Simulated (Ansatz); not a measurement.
An input for Ansatz 0.2.0 (Bi2Te2Se (R-3m)):

```yaml
crystal:
  lattice:
    - [2.1467, 1.239398, 9.998467]
    - [-2.1467, 1.239398, 9.998467]
    - [0.0, -2.478796, 9.998467]
  atoms:
    - { symbol: Bi, position: [0.6057406909, 0.6057406909, 0.6057406909] }
    - { symbol: Bi, position: [0.3942593091, 0.3942593091, 0.3942593091] }
    - { symbol: Te, position: [0.214151186, 0.214151186, 0.214151186] }
    - { symbol: Te, position: [0.785848814, 0.785848814, 0.785848814] }
    - { symbol: Se, position: [0.0, 0.0, 0.0] }
kpoints:
  mp_grid: { grid: [6, 6, 6] }
hamiltonian:
  xc: r2scan
scf:
  occupations: { method: fermi_dirac, width: 0.02 }
relax:
  f_tol: 0.01
  max_steps: 60
  cell: {}
```

```sh
ansatz run input.yaml --threads 3 --pin off --max-ram 92160MiB --backend cuda --events-out ev --progress --plain --runs-dir out --devices 1 --max-vram 13GiB
```

**Question.** Estimate wall time and host memory on 1 × NVIDIA H100 80GB HBM3 (shared by 6 runs) with 3 threads of AMD EPYC 7R13 (Zen 3), shared host.

It took 29 s; on shared hardware allow 14 s to 57 s. Peak host memory was 1.1 GiB. The sizes that set the cost: 4341 plane waves a state, 32 irreducible k points and 53 SCF cycles.

[Paths, hosts, dates, memory and timing lines, banners, echoed tables and standing remarks are left out of the program output.]

[Logs are printed without paths, hosts, clocks, repeated set-up lines and the standing remarks that a program may print on its own settings, such as how far it seeks lower states.]

[Runs of the session that timed out or met a known fault of the program may be left out.]

[Cells called generated may have been cut or substituted from an entry of the Crystallography Open Database or the Materials Project.]

[Hosts, paths, dates, database ids (printed as entryN), source tags and the programs' standing remarks are cut or masked in the printed files.]
